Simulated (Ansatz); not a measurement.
# BAs (F-43m): the dielectric response against the k mesh

Aim: how dense a k mesh do ε∞ and the zone-centre modes of BAs (F-43m) need?

Method: DFT LDA, scalar-relativistic, plane waves, PAW; PAW set soft_1, in Ansatz 0.2.0.

Most raw output is cut from this account.

## (1) Starting point

Symmetry: F-43m, No. 216, cubic system. Conventional cell: a = 4.777 Å, b = 4.777 Å, c = 4.777 Å, α = 90.00°, β = 90.00°, γ = 90.00°. Nearest to B lie 4 As at 2.07 Å. Nearest to As lie 4 B at 2.07 Å. Farther neighbours are not listed.

## (2) Relaxation

The cell and atoms are relaxed, since residual forces and stress would shift the frequencies.

input.yaml

```yaml
crystal:
  lattice:
    - [0.0, 2.3885, 2.3885]
    - [2.3885, 0.0, 2.3885]
    - [2.3885, 2.3885, 0.0]
  atoms:
    - { symbol: B, position: [0.0, 0.0, 0.0] }
    - { symbol: As, position: [0.75, 0.75, 0.75] }
kpoints:
  mp_grid: { grid: [10, 10, 10] }
hamiltonian:
  xc: lda
  pseudopotentials: { kind: paw, azcp: { folder: soft_1 }, xc_functional: pbe }
scf:
  occupations: { method: gaussian, width: 0.02 }
output:
  forces: true
  stress: true
  eigenvalues: true
relax:
  adjacent_minimum: "off"
  f_tol: 0.005
  max_steps: 80
  cell: { stress_tol: 0.05 }
```

Launch:

```sh
ansatz run input.yaml --threads 4 --pin off --max-ram 10240MiB --backend cpu --events-out ev --progress --plain --runs-dir out
```

Wall time 2.1 s (4 threads of AMD EPYC 7B13 (Zen 3), shared host); peak memory 0.38 GiB.

The steps of the relaxation:

```csv
step,energy less that of the first step (eV),largest force component (eV/Å),pressure (GPa),volume (Å³)
1,0.0000,0.0000,-3.96,27.25
2,-0.0093,0.0000,-1.10,26.69
3,-0.0101,0.0000,0.05,26.48
4*,-0.0097,0.0000,0.03,26.48
```

Relaxation steps marked * repeat the geometry before them on a plane-wave basis chosen anew for their cell, so energy and pressure can jump there.

Forces are held to the 24 operations that the run works with; a distortion that breaks them can't arise in this run.

```csv
"conventional cell, symmetrised",before,after,change
a (Å),4.777,4.731,-1.0 %
b (Å),4.777,4.731,-1.0 %
c (Å),4.777,4.731,-1.0 %
volume (Å³/atom),13.63,13.24,-2.8 %
```

The relaxed structure:

```xyz
2
Lattice="0.0000 2.3657 2.3657 2.3657 0.0000 2.3657 2.3657 2.3657 0.0000" Properties=species:S:1:pos:R:3 pbc="T T T"
B     0.0000    0.0000    0.0000
As    3.5486    3.5486    3.5486
```

Numbers from this step:

```yaml
pressure: 0.03049 GPa
gap_on_the_k_mesh: 1.105 eV
volume_per_atom: 13.24 Å³
```

In this step the volume went from 13.63 to 13.24 Å³/atom.

## (3) Tight relaxation

Phonons need small forces and stress, so the relaxation is finished with tight tolerances on 12×12×12 k points.

input.yaml, the sections that differ from step 2:

```yaml
crystal:
  lattice:
    - [0.0, 2.3657126573, 2.3657126573]
    - [2.3657126573, 0.0, 2.3657126573]
    - [2.3657126573, 2.3657126573, 0.0]
  atoms:
    - { symbol: B, position: [0.0, 0.0, 0.0] }
    - { symbol: As, position: [0.75, 0.75, 0.75] }
kpoints:
  mp_grid: { grid: [12, 12, 12] }
scf:
  occupations: { method: fixed }
relax:
  adjacent_minimum: "off"
  f_tol: 0.001
  max_steps: 60
  cell: { stress_tol: 0.01 }
# hamiltonian, output: as in step 2
```

It took 2 s on 4 threads; peak memory 0.4 GiB; 6.4 s of CPU time.

Little changed from the start: no atom moved by 0.005 Å and no cell edge by 0.1 %.

Numbers from this step:

```
pressure          : 0.009110 GPa
gap on the k-mesh : 1.111 eV
```

The forces vanish by symmetry and the pressure is 0.009 GPa, within the tolerances set. The cell now holds 13.24 Å³/atom.

## (4) Response on one mesh, 4×4×4

The force constants come from the linear response of the density to a displacement.

The response is solved on 4×4×4 k points.

input.yaml, the sections that differ from step 3:

```yaml
crystal:
  lattice:
    - [0.0, 2.365830944, 2.365830944]
    - [2.365830944, 0.0, 2.365830944]
    - [2.365830944, 2.365830944, 0.0]
  atoms:
    - { symbol: B, position: [0.0, 0.0, 0.0] }
    - { symbol: As, position: [0.75, 0.75, 0.75] }
kpoints:
  mp_grid: { grid: [4, 4, 4] }
output:
  eigenvalues: true
phonons:
  method: dfpt
  dielectric: true
  rigid_motions: translations
  field_mesh: kpoints
# hamiltonian, scf: as in step 3
# relax: removed
```

It took 1.4 s on 4 threads; peak memory 0.39 GiB; 4.1 s of CPU time.

A gap read on the k-mesh alone can miss the band edges.

Numbers from this step:

```
gap on the k-mesh                                       : 1.291 eV
sum-rule residual before enforcement                    : 1.99e-4 eV/Å²
miss of the charge sum rule                             : 3.72e-8 e
point group                                             : -43m
highest optical mode at the zone centre (no LO-TO term) : 714.4 cm⁻¹
lowest optical zone-centre mode                         : 714.4 cm⁻¹
mean high-frequency dielectric constant                 : 8.116
largest Born charge (third of the trace)                : -0.55 e
mean static dielectric constant                         : 8.232
top of the zone-centre spectrum with the field          : 719.5 cm⁻¹
```

The optical mode without the LO-TO term lies at 714.4 cm⁻¹.

## (5) Response on one mesh, 20×20×20

The response is solved on 20×20×20 k points.

input.yaml, as its differences from that of step 4:

```diff
@@ -9,3 +9,3 @@
 kpoints:
-  mp_grid: { grid: [4, 4, 4] }
+  mp_grid: { grid: [20, 20, 20] }
 hamiltonian:
```

It took 42 s on 4 threads; peak memory 1.7 GiB; 2.6 min of CPU time.

This step gave:

| Property | Result |
| --- | --- |
| gap on the k-mesh | 1.105 eV |
| sum-rule residual before enforcement | 2.45e-4 eV/Å² |
| miss of the charge sum rule | 4.68e-7 e |
| highest optical mode at the zone centre (no LO-TO term) | 699.9 cm⁻¹ |
| lowest optical zone-centre mode | 699.9 cm⁻¹ |
| mean high-frequency dielectric constant | 9.657 |
| largest Born charge (third of the trace) | -0.539 e |
| mean static dielectric constant | 9.774 |
| top of the zone-centre spectrum with the field | 704.1 cm⁻¹ |

The optical mode without the LO-TO term lies at 699.9 cm⁻¹.

For the mean high-frequency dielectric constant, step 4 gave 8.12; this run, with k-mesh 20×20×20 and k divisions 20, gives 9.66 (+19 %).

## (6) All members side by side

The members are set side by side, also those not shown above.

One cell throughout; the field response is solved on the k mesh of the run itself. The response against the k mesh:

```csv
k divisions along a1,ε∞,ε0,"largest Born charge in size, a third of the trace (e)","top mode with the field, highest of q along x, y and z (cm⁻¹)",mode 4 T2 (cm⁻¹)
4,8.116,8.232,0.55,719.5,714.4
6,9.069,9.187,0.5435,706.5,702
8,9.447,9.565,0.5406,704.6,700.3
10,9.584,9.701,0.5395,704.2,700
12,9.632,9.749,0.5392,704.2,699.9
14,9.649,9.765,0.539,704.1,699.9
16,9.654,9.771,0.539,704.1,699.9
20,9.657,9.774,0.539,704.1,699.9
```

## (7) Summary of results

| Item | Value |
| --- | --- |
| members | 8 |
| optical mode (no LO-TO term), 4 k divisions | 714.4 cm⁻¹ |
| optical mode (no LO-TO term), 20 k divisions | 699.9 cm⁻¹ |

ε∞ goes from 8.12 at 4 divisions to 9.66 at 20; from 10 divisions on it stays within 1 % of the last value. The highest mode without the field stays within 1 cm⁻¹ of its last value from 8 divisions on. The top mode with the field moves by -15.4 cm⁻¹ over the series. So the field response needs the denser mesh. These are harmonic frequencies at zero temperature: anharmonic shifts, linewidths and thermal expansion are left out. The PAW files were made for PBE; the program adapts parts of them to the functional of the run, but their partial waves stay those of PBE, an approximation that was not tested in this session. Only the zone centre was solved, so an instability at another wavevector cannot show here.

[Logs are printed without paths, hosts, clocks, repeated set-up lines and the standing remarks that a program may print on its own settings, such as how far it seeks lower states.]

[Hosts, paths, dates, database ids (printed as entryN), source tags and the programs' standing remarks are cut or masked in the printed files.]
